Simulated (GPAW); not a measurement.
# Nb L₃ ELNES/XANES of NbRu (Pm-3m) from DFT

How does the Nb L₃ edge of NbRu (Pm-3m) move when the bonds are compressed or stretched?

Main program and level: GPAW 26.7.0; X-ray absorption from dipole matrix elements to empty bands, plane-wave PAW LDA.

Most raw output is cut from this account.

## (1) Set-up

It takes space group Pm-3m (No. 221, cubic). The conventional cell has a = 3.184 Å, b = 3.184 Å, c = 3.184 Å, α = 90.00°, β = 90.00°, γ = 90.00°. Ru has 8 Nb at 2.76 Å nearest. Nearest to Nb lie 8 Ru at 2.76 Å. Farther neighbours are not listed.

As a file:

```
Ru Nb
1.0
     3.18400    0.00000    0.00000
     0.00000    3.18400    0.00000
     0.00000    0.00000    3.18400
Ru Nb
1 1
Direct
  0.50000 0.50000 0.50000
  0.00000 0.00000 0.00000
```

## (2) Ground state of the crystal

The ground state comes first: it tells whether the system has a gap, which decides how the excited electron is treated.

The input, scf.py:

```python
import numpy as np
from ase import Atoms
from ase.parallel import parprint, paropen
from gpaw import GPAW, PW, FermiDirac, Mixer, MixerDif, setup_paths
from gpaw.test import gen
setup_paths.insert(0, '.')
gen('Nb', name='nch2p', xcname='LDA', corehole=(2, 1, 0), write_xml=True)
from gpaw.mpi import world
world.barrier()

atoms = Atoms('RuNb',
    cell=[[3.184, 0, 0],
     [0, 3.184, 0],
     [0, 0, 3.184]],
    scaled_positions=[[0.5, 0.5, 0.5],
     [0, 0, 0]],
    pbc=True)
atoms.calc = calc = GPAW(legacy_gpaw=True, mode=PW(430), xc='LDA', setups={1: 'nch2p'},
    kpts={'size': (8, 8, 8), 'gamma': True}, occupations=FermiDirac(0.05),
    charge=0, mixer=Mixer(0.1, 5, 50), maxiter=150,
    convergence={'density': 0.0001}, txt='scf.txt')
energy = atoms.get_potential_energy() + calc.get_reference_energy()
ef = calc.get_fermi_level()
out = dict(energy=energy, fermi=ef, forces=atoms.get_forces().tolist())
parprint(f'all-electron energy {energy:.4f} eV, Fermi level {ef:.4f} eV')
ev = np.array([[calc.get_eigenvalues(k, s) for k in range(len(calc.get_ibz_k_points()))] for s in range(calc.get_number_of_spins())])
out['homo'], out['lumo'], out['counts'] = ev[ev < ef].max(), ev[ev > ef].min(), sorted(set((ev < ef).sum((0, 2)).tolist()))
out['filled'] = (ev[:, 0] < ef).sum(1).tolist()
import json
with paropen('out.json', 'w') as f:
    json.dump(out, f)
```

Launch:

```sh
$ OMP_NUM_THREADS=1 mpirun -n 2 gpaw python scf.py
```

The job ended after 9.7 s (2 MPI ranks of Arm Neoverse V1, shared host; peak memory 0.16 GiB; 19 s of CPU time).

The mesh shows no gap, so the system is treated as a metal and the core electron is put at the Fermi level (neutral cell).

## (3) Supercell without a hole, the energy reference

The photon energy needs a difference of total energies, so the cell and mesh of the coming hole run are first run without a hole.

Edit scf.py of step 2 so:

```diff
@@ -10,11 +10,17 @@
 
-atoms = Atoms('RuNb',
-    cell=[[3.184, 0, 0],
-     [0, 3.184, 0],
-     [0, 0, 3.184]],
-    scaled_positions=[[0.5, 0.5, 0.5],
-     [0, 0, 0]],
+atoms = Atoms('Ru4Nb4',
+    cell=[[3.184, 3.184, 3.184],
+     [-3.184, 3.184, -3.184],
+     [-3.184, 3.184, 3.184]],
+    scaled_positions=[[0.5, 0, 0],
+     [0, 0.5, 0],
+     [0.5, 0.5, 0.5],
+     [0, 0, 0.5],
+     [0, 0, 0],
+     [0.5, 0.5, 0],
+     [0, 0.5, 0.5],
+     [0.5, 0, 0.5]],
     pbc=True)
-atoms.calc = calc = GPAW(legacy_gpaw=True, mode=PW(430), xc='LDA', setups={1: 'nch2p'},
-    kpts={'size': (8, 8, 8), 'gamma': True}, occupations=FermiDirac(0.05),
+atoms.calc = calc = GPAW(legacy_gpaw=True, mode=PW(430), xc='LDA', setups={4: 'nch2p'},
+    kpts={'size': (6, 6, 6), 'gamma': True}, occupations=FermiDirac(0.1),
     charge=0, mixer=Mixer(0.1, 5, 50), maxiter=150,
```

Elapsed: 77 s, on 2 MPI ranks; peak memory 0.27 GiB.

Reference energy: -907765.975 eV with the cores included.

## (4) Spectrum with XCH, Nb atom 2

The holes are 5.5 Å apart. In GPAW the data set carries the hole's charge, so charge=0 means a charged cell and charge=-1 a neutral one. The excited electron is kept in the cell, where it fills the lowest empty states and screens the hole. After the field has converged, empty bands are computed with the density fixed and the dipole matrix elements are summed.

The absorber has 8 Ru at 2.76 Å and 6 Nb at 3.18 Å (cube and octahedron, as in bcc, site symmetry m-3m).

The input, xas.py:

```python
import numpy as np
from ase import Atoms
from ase.parallel import parprint, paropen
from gpaw import GPAW, PW, FermiDirac, Mixer, MixerDif, setup_paths
from gpaw.test import gen
setup_paths.insert(0, '.')
gen('Nb', name='fch2p', xcname='LDA', corehole=(2, 1, 1), write_xml=True)
from gpaw.mpi import world
world.barrier()

atoms = Atoms('Ru4Nb4',
    cell=[[3.184, 3.184, 3.184],
     [-3.184, 3.184, -3.184],
     [-3.184, 3.184, 3.184]],
    scaled_positions=[[0.5, 0, 0],
     [0, 0.5, 0],
     [0.5, 0.5, 0.5],
     [0, 0, 0.5],
     [0, 0, 0],
     [0.5, 0.5, 0],
     [0, 0.5, 0.5],
     [0.5, 0, 0.5]],
    pbc=True)
atoms.calc = calc = GPAW(legacy_gpaw=True, mode=PW(430), xc='LDA', setups={4: 'fch2p'},
    kpts={'size': (6, 6, 6), 'gamma': True}, occupations=FermiDirac(0.1),
    charge=-1, mixer=Mixer(0.1, 5, 50), maxiter=150,
    convergence={'density': 0.0001}, txt='scf.txt')
energy = atoms.get_potential_energy() + calc.get_reference_energy()
ef = calc.get_fermi_level()
out = dict(energy=energy, fermi=ef, forces=atoms.get_forces().tolist())
parprint(f'all-electron energy {energy:.4f} eV, Fermi level {ef:.4f} eV')
ev = np.array([[calc.get_eigenvalues(k, s) for k in range(len(calc.get_ibz_k_points()))] for s in range(calc.get_number_of_spins())])
out['homo'], out['lumo'], out['counts'] = ev[ev < ef].max(), ev[ev > ef].min(), sorted(set((ev < ef).sum((0, 2)).tolist()))
out['filled'] = (ev[:, 0] < ef).sum(1).tolist()

from ase.units import Ha
from gpaw.xas import dipole_matrix_elements
nb = int(calc.get_number_of_electrons() / 2) + 120
top, nb = nb, nb + 8 + nb // 12
nscf = calc.fixed_density(kpts={'size': (6, 6, 6), 'gamma': True}, nbands=nb,
    convergence={'bands': top, 'eigenstates': 1e-5}, maxiter=60, txt='nscf.txt')
cell = atoms.cell.array
ops = [cell.T @ U.T @ np.linalg.inv(cell.T) for U in nscf.wfs.kd.symmetry.op_scc]
E = np.arange(-6, 34, 0.1)
fwhm = np.interp(E, [4, 25], [1.66, 3.5])
Y, X, zero, highest = 0, 0, 1e9, 1e9
for spin in range(nscf.get_number_of_spins()):
    wfs = nscf.wfs
    A = dipole_matrix_elements(wfs.setups[4])
    eps = np.zeros((wfs.kd.nibzkpts, nb))
    d = np.zeros((3, A.shape[1], wfs.kd.nibzkpts, nb), complex)
    for kpt in wfs.kpt_u:
        if kpt.s == spin and 4 in kpt.P_ani:
            eps[kpt.k] = kpt.eps_n * Ha
            d[:, :, kpt.k] = (kpt.weight * wfs.nspins / 2) ** 0.5 * np.inner(A, kpt.P_ani[4])
    world.sum(eps)
    world.sum(d)
    T = np.einsum('amkn,bmkn->abkn', d, d.conj()).real
    T = sum(np.einsum('ai,ijkn,bj->abkn', R, T, R) for R in ops) / len(ops)
    empty = eps > ef
    zero, highest = min(zero, eps[empty].min()), min(highest, eps[:, top - 1].min())
    lines = [(eps, T, empty)] if spin == 0 else lines + [(eps, T, empty)]
for eps, T, empty in lines:
    f = np.einsum('aakn->akn', T).reshape(3, -1)
    x = eps.ravel() - zero
    w = np.interp(x, E, fwhm) / 2.35482
    g = np.exp(-0.5 * ((E[:, None] - x) / w) ** 2) / (w * (2 * np.pi) ** 0.5)
    Y = Y + (f * empty.ravel()) @ g.T
    X = X + (f * ~empty.ravel()) @ g.T
out.update(E=E.round(2).tolist(), xas=Y.tolist(), xes=X.tolist(), zero=zero, valid=highest - zero, nk=len(eps), nb=nb)
for i in range(0, len(E), 10):
    parprint(f'{E[i]:7.2f}', *(f'{v:10.3e}' for v in Y[:, i]))
import json
with paropen('out.json', 'w') as f:
    json.dump(out, f)
```

Launch:

```sh
$ OMP_NUM_THREADS=1 mpirun -n 2 gpaw python xas.py
```

It took 3 min on 2 MPI ranks; peak memory 0.41 GiB; 6 min of CPU time.

The Nb L₃ spectrum, Nb atom 2, excited-electron core hole (neutral cell) (energy from the lowest empty level; intensity scaled to a mean of 1 over the first 20 eV):

```
E (eV)  intensity
  -2.0       0.02
  -1.0       0.53
   0.0       2.66
   1.0       3.12
   2.0       2.89
   3.0       2.32
   4.0       0.94
   5.0       0.67
   6.0       0.49
   7.0       0.39
   8.0       0.34
   9.0       0.48
  10.0       0.72
  11.0       0.82
  12.0       0.82
  13.0       0.73
  14.0       0.60
  15.0       0.52
  16.0       0.50
  17.0       0.55
  18.0       0.67
  19.0       0.72
  20.0       0.60
  21.0       0.45
  22.0       0.42
  23.0       0.46
  24.0       0.49
  25.0       0.49
  26.0       0.51
  27.0       0.56
  28.0       0.57
  29.0       0.55
  30.0       0.53
  31.0       0.57
  32.0       0.60
```

Main maxima below 30 eV (height): 0.6 eV (3.31), 2.2 eV (2.94), 11.6 eV (0.83) and 18.8 eV (0.72). At an L edge the dipole rule selects empty d (and weakly s) states on the absorber, and the strong line at the onset measures the empty part of its d band.

The energy difference (zero at 2391 eV) isn't read as a photon energy: for so heavy an absorber the terms left out (core spin–orbit splitting, the hole's spin, the functional's error) amount to tens of eV or more.

## (5) Supercell without a hole, the energy reference

The cell changes for the next run, so it gets a reference energy of its own.

The cell differs from the one that the last finished run ended in (a 5.515 → 5.402 Å, b 5.515 → 5.402 Å, c 5.515 → 5.402 Å).

Edit scf.py of step 3 so:

```diff
@@ -11,5 +11,5 @@
 atoms = Atoms('Ru4Nb4',
-    cell=[[3.184, 3.184, 3.184],
-     [-3.184, 3.184, -3.184],
-     [-3.184, 3.184, 3.184]],
+    cell=[[3.11900217, 3.11900217, 3.11900217],
+     [-3.11900217, 3.11900217, -3.11900217],
+     [-3.11900217, 3.11900217, 3.11900217]],
     scaled_positions=[[0.5, 0, 0],
```

Launch:

```sh
$ OMP_NUM_THREADS=1 mpirun -n 2 gpaw python scf.py
```

It took 84 s on 2 MPI ranks; peak memory 0.27 GiB; 2.8 min of CPU time.

Reference energy: -907766.380 eV with the cores included.

## (6) Spectrum with XCH, Nb atom 2

Shorter bonds are expected to push antibonding states and scattering resonances up, and longer ones down; the cell is scaled to test that.

Changed against the first core-hole run: volume scale from 1 to 0.94.

Edit xas.py of step 4 so:

```diff
@@ -11,5 +11,5 @@
 atoms = Atoms('Ru4Nb4',
-    cell=[[3.184, 3.184, 3.184],
-     [-3.184, 3.184, -3.184],
-     [-3.184, 3.184, 3.184]],
+    cell=[[3.11900217, 3.11900217, 3.11900217],
+     [-3.11900217, 3.11900217, -3.11900217],
+     [-3.11900217, 3.11900217, 3.11900217]],
     scaled_positions=[[0.5, 0, 0],
@@ -37,3 +37,3 @@
 from gpaw.xas import dipole_matrix_elements
-nb = int(calc.get_number_of_electrons() / 2) + 120
+nb = int(calc.get_number_of_electrons() / 2) + 115
 top, nb = nb, nb + 8 + nb // 12
```

Launch:

```sh
$ OMP_NUM_THREADS=1 mpirun -n 2 gpaw python xas.py
```

Elapsed: 2.9 min, on 2 MPI ranks; peak memory 0.4 GiB; 5.8 min of CPU time.

```
E (eV)  first run  this run
  -2.0       0.02      0.02
  -1.0       0.53      0.52
   0.0       2.66      2.58
   1.0       3.12      2.98
   2.0       2.89      2.59
   3.0       2.32      2.57
   4.0       0.94      1.11
   5.0       0.67      0.69
   6.0       0.49      0.55
   7.0       0.39      0.43
   8.0       0.34      0.35
   9.0       0.48      0.36
  10.0       0.72      0.56
  11.0       0.82      0.78
  12.0       0.82      0.88
  13.0       0.73      0.84
  14.0       0.60      0.70
  15.0       0.52      0.58
  16.0       0.50      0.52
  17.0       0.55      0.51
  18.0       0.67      0.58
  19.0       0.72      0.71
  20.0       0.60      0.73
  21.0       0.45      0.59
  22.0       0.42      0.44
  23.0       0.46      0.41
  24.0       0.49      0.45
  25.0       0.49      0.47
  26.0       0.51      0.48
  27.0       0.56      0.50
  28.0       0.57      0.55
  29.0       0.55      0.58
  30.0       0.53      0.55
  31.0       0.57      0.52
  32.0       0.60      0.54
```

Against the first run the r.m.s. difference is 9 %. The highest intensity below 24 eV stays at 0.6 eV.

The photon energy of the zero moves by -0.19 eV.

## (7) Supercell without a hole, the energy reference

The cell differs from the one that the last finished run ended in (a 5.402 → 5.623 Å, b 5.402 → 5.623 Å, c 5.402 → 5.623 Å).

Edit scf.py of step 5 so:

```diff
@@ -11,5 +11,5 @@
 atoms = Atoms('Ru4Nb4',
-    cell=[[3.11900217, 3.11900217, 3.11900217],
-     [-3.11900217, 3.11900217, -3.11900217],
-     [-3.11900217, 3.11900217, 3.11900217]],
+    cell=[[3.24644723, 3.24644723, 3.24644723],
+     [-3.24644723, 3.24644723, -3.24644723],
+     [-3.24644723, 3.24644723, 3.24644723]],
     scaled_positions=[[0.5, 0, 0],
```

Launch:

```sh
$ OMP_NUM_THREADS=1 mpirun -n 2 gpaw python scf.py
```

Wall time 70 s (2 MPI ranks); peak memory 0.27 GiB.

Reference energy: -907764.991 eV with the cores included.

## (8) Spectrum with XCH, Nb atom 2

Changed against the first core-hole run: volume scale from 1 to 1.06.

Edit xas.py of step 6 so:

```diff
@@ -11,5 +11,5 @@
 atoms = Atoms('Ru4Nb4',
-    cell=[[3.11900217, 3.11900217, 3.11900217],
-     [-3.11900217, 3.11900217, -3.11900217],
-     [-3.11900217, 3.11900217, 3.11900217]],
+    cell=[[3.24644723, 3.24644723, 3.24644723],
+     [-3.24644723, 3.24644723, -3.24644723],
+     [-3.24644723, 3.24644723, 3.24644723]],
     scaled_positions=[[0.5, 0, 0],
@@ -37,3 +37,3 @@
 from gpaw.xas import dipole_matrix_elements
-nb = int(calc.get_number_of_electrons() / 2) + 115
+nb = int(calc.get_number_of_electrons() / 2) + 124
 top, nb = nb, nb + 8 + nb // 12
```

Launch:

```sh
$ OMP_NUM_THREADS=1 mpirun -n 2 gpaw python xas.py
```

It took 3.4 min on 2 MPI ranks; peak memory 0.42 GiB; 6.7 min of CPU time.

```
E (eV)  first run  this run
  -2.0       0.02      0.02
  -1.0       0.53      0.57
   0.0       2.66      2.81
   1.0       3.12      3.34
   2.0       2.89      3.13
   3.0       2.32      2.02
   4.0       0.94      0.86
   5.0       0.67      0.62
   6.0       0.49      0.45
   7.0       0.39      0.36
   8.0       0.34      0.41
   9.0       0.48      0.64
  10.0       0.72      0.78
  11.0       0.82      0.80
  12.0       0.82      0.75
  13.0       0.73      0.64
  14.0       0.60      0.54
  15.0       0.52      0.49
  16.0       0.50      0.51
  17.0       0.55      0.62
  18.0       0.67      0.70
  19.0       0.72      0.63
  20.0       0.60      0.48
  21.0       0.45      0.43
  22.0       0.42      0.47
  23.0       0.46      0.50
  24.0       0.49      0.51
  25.0       0.49      0.52
  26.0       0.51      0.56
  27.0       0.56      0.57
  28.0       0.57      0.55
  29.0       0.55      0.55
  30.0       0.53      0.58
  31.0       0.57      0.60
  32.0       0.60      0.55
```

Against the first run the r.m.s. difference is 9 %. The highest intensity below 24 eV goes from 0.6 eV (3.31) to 0.6 eV (3.49).

The photon energy of the zero moves by +0.16 eV.

## (9) Reference energy of the supercell

The cell and mesh change for the next run, so it gets a reference energy of its own.

The cell differs from the one that the last finished run ended in (a 5.623 → 5.676 Å, b 5.623 → 5.676 Å, c 5.623 → 5.676 Å).

Edit scf.py of step 7 so:

```diff
@@ -11,5 +11,5 @@
 atoms = Atoms('Ru4Nb4',
-    cell=[[3.24644723, 3.24644723, 3.24644723],
-     [-3.24644723, 3.24644723, -3.24644723],
-     [-3.24644723, 3.24644723, 3.24644723]],
+    cell=[[3.27678961, 3.27678961, 3.27678961],
+     [-3.27678961, 3.27678961, -3.27678961],
+     [-3.27678961, 3.27678961, 3.27678961]],
     scaled_positions=[[0.5, 0, 0],
@@ -24,3 +24,3 @@
 atoms.calc = calc = GPAW(legacy_gpaw=True, mode=PW(430), xc='LDA', setups={4: 'nch2p'},
-    kpts={'size': (6, 6, 6), 'gamma': True}, occupations=FermiDirac(0.1),
+    kpts={'size': (5, 5, 5), 'gamma': True}, occupations=FermiDirac(0.1),
     charge=0, mixer=Mixer(0.1, 5, 50), maxiter=150,
```

Launch:

```sh
$ OMP_NUM_THREADS=1 mpirun -n 2 gpaw python scf.py
```

Wall time 42 s (2 MPI ranks); peak memory 0.27 GiB; 84 s of CPU time.

Reference energy: -907764.345 eV with the cores included.

## (10) Spectrum with XCH, Nb atom 2

Changed against the first core-hole run: volume scale from 1 to 1.09; the field's mesh follows (6×6×6 to 5×5×5).

Edit xas.py of step 8 so:

```diff
@@ -11,5 +11,5 @@
 atoms = Atoms('Ru4Nb4',
-    cell=[[3.24644723, 3.24644723, 3.24644723],
-     [-3.24644723, 3.24644723, -3.24644723],
-     [-3.24644723, 3.24644723, 3.24644723]],
+    cell=[[3.27678961, 3.27678961, 3.27678961],
+     [-3.27678961, 3.27678961, -3.27678961],
+     [-3.27678961, 3.27678961, 3.27678961]],
     scaled_positions=[[0.5, 0, 0],
@@ -24,3 +24,3 @@
 atoms.calc = calc = GPAW(legacy_gpaw=True, mode=PW(430), xc='LDA', setups={4: 'fch2p'},
-    kpts={'size': (6, 6, 6), 'gamma': True}, occupations=FermiDirac(0.1),
+    kpts={'size': (5, 5, 5), 'gamma': True}, occupations=FermiDirac(0.1),
     charge=-1, mixer=Mixer(0.1, 5, 50), maxiter=150,
@@ -37,3 +37,3 @@
 from gpaw.xas import dipole_matrix_elements
-nb = int(calc.get_number_of_electrons() / 2) + 124
+nb = int(calc.get_number_of_electrons() / 2) + 127
 top, nb = nb, nb + 8 + nb // 12
```

Launch:

```sh
$ OMP_NUM_THREADS=1 mpirun -n 2 gpaw python xas.py
```

The job ended after 2.9 min (2 MPI ranks; peak memory 0.42 GiB).

```
E (eV)  first run  this run
  -2.0       0.02      0.02
  -1.0       0.53      0.57
   0.0       2.66      2.86
   1.0       3.12      3.47
   2.0       2.89      3.21
   3.0       2.32      1.89
   4.0       0.94      0.84
   5.0       0.67      0.59
   6.0       0.49      0.44
   7.0       0.39      0.36
   8.0       0.34      0.46
   9.0       0.48      0.69
  10.0       0.72      0.78
  11.0       0.82      0.78
  12.0       0.82      0.71
  13.0       0.73      0.60
  14.0       0.60      0.52
  15.0       0.52      0.49
  16.0       0.50      0.54
  17.0       0.55      0.65
  18.0       0.67      0.69
  19.0       0.72      0.57
  20.0       0.60      0.45
  21.0       0.45      0.45
  22.0       0.42      0.50
  23.0       0.46      0.52
  24.0       0.49      0.52
  25.0       0.49      0.54
  26.0       0.51      0.57
  27.0       0.56      0.56
  28.0       0.57      0.55
  29.0       0.55      0.57
  30.0       0.53      0.60
  31.0       0.57      0.58
  32.0       0.60      0.50
```

The scaled spectrum changes by 12 % r.m.s. The highest intensity below 24 eV goes from 0.6 eV (3.31) to 0.6 eV (3.59).

The photon energy of the zero moves by +0.25 eV.

## (11) The volumes side by side

```
volume  nearest distance (Å)  shift of the zero (eV)  maximum 1 (eV above own zero)  maximum 2 (eV above own zero)  maximum 3 (eV above own zero)
  0.94                 2.701                   -0.19                            0.6                           12.2                           19.6
     1                 2.757                   +0.00                            0.6                           11.6                           18.8
  1.06                 2.812                   +0.16                            0.6                           10.8                           18.0
  1.09                 2.838                   +0.25                            0.6                           10.6                           17.8
```

The curves, each shifted by its zero's change so that they share one photon-energy axis, counted from the zero at V × 1:

```
E (eV)  V × 0.94  V × 1  V × 1.06  V × 1.09
  -2.0      0.04   0.02      0.01      0.01
  -1.0      0.81   0.53      0.38      0.29
   0.0      2.91   2.66      2.43      2.23
   1.0      2.80   3.12      3.42      3.57
   2.0      2.68   2.89      3.13      3.26
   3.0      2.32   2.32      2.30      2.35
   4.0      0.94   0.94      0.95      0.97
   5.0      0.68   0.67      0.65      0.65
   6.0      0.52   0.49      0.47      0.47
   7.0      0.41   0.39      0.37      0.37
   8.0      0.34   0.34      0.39      0.41
   9.0      0.38   0.48      0.60      0.64
  10.0      0.61   0.72      0.77      0.77
  11.0      0.81   0.82      0.80      0.78
  12.0      0.88   0.82      0.76      0.74
  13.0      0.82   0.73      0.65      0.63
  14.0      0.68   0.60      0.55      0.54
  15.0      0.57   0.52      0.50      0.49
  16.0      0.51   0.50      0.51      0.52
  17.0      0.52   0.55      0.60      0.62
  18.0      0.61   0.67      0.70      0.69
  19.0      0.73   0.72      0.65      0.61
  20.0      0.72   0.60      0.50      0.47
  21.0      0.55   0.45      0.43      0.44
  22.0      0.42   0.42      0.46      0.49
  23.0      0.42   0.46      0.50      0.52
  24.0      0.45   0.49      0.51      0.52
  25.0      0.47   0.49      0.52      0.53
  26.0      0.48   0.51      0.55      0.56
  27.0      0.51   0.56      0.57      0.57
  28.0      0.56   0.57      0.55      0.55
  29.0      0.58   0.55      0.54      0.56
  30.0      0.54   0.53      0.57      0.59
  31.0      0.52   0.57      0.60      0.59
  32.0      0.55   0.60      0.56      0.52
```

## (12) What came out

```
absorber and edge             : Nb L₃, atom 2 of the ground-state input (counted from 1)
surroundings                  : 8 Ru at 2.76 Å and 6 Nb at 3.18 Å (cube and octahedron, as in bcc, site symmetry m-3m)
highest intensity below 24 eV : 0.6 eV above the zero, height 3.31
```

In words: From V × 0.94 to V × 1.09 the nearest distance grows by 0.137 Å and the zero moves by +0.44 eV. Above their own zero, the maxima move from 0.6 to 0.6 eV, from 12.2 to 10.6 eV and from 19.6 to 17.8 eV. The Nb L₃ edge of atom 2, with 8 Ru at 2.76 Å and 6 Nb at 3.18 Å (cube and octahedron, as in bcc, site symmetry m-3m), has its highest intensity of the first 24 eV at 0.6 eV above the zero, 3.3 times the mean level of the first 20 eV (Gaussian full width 1.66 eV up to 4 eV, rising linearly to 3.5 eV at 25 eV). Only the L₃ part is meant: spin–orbit coupling of the core level isn't computed and the L₂ copy isn't added. The script folds with a Gaussian, whereas the core hole's own line is a Lorentzian, so the onset is too steep and the first peak too high. The holes are only 5.5 Å apart, so the shape is probably not converged with cell size; no larger cell was run here. The structure is a published determination, not relaxed.

[Logs are printed without paths, hosts, clocks, repeated set-up lines and the standing remarks that a program may print on its own settings, such as how far it seeks lower states.]

[Hosts, paths, dates, database ids (printed as entryN), source tags and the programs' standing remarks are cut or masked in the printed files.]

[Lists of maxima count a maximum above −3 eV only where it reaches 4 % of the highest in the window and stands out from its surroundings by 2 % of it (1.5 % where it reaches 55 %); shoulders and weaker maxima are passed over, and of the rest the first, up to two pre-edge ones and the few strongest are named.]
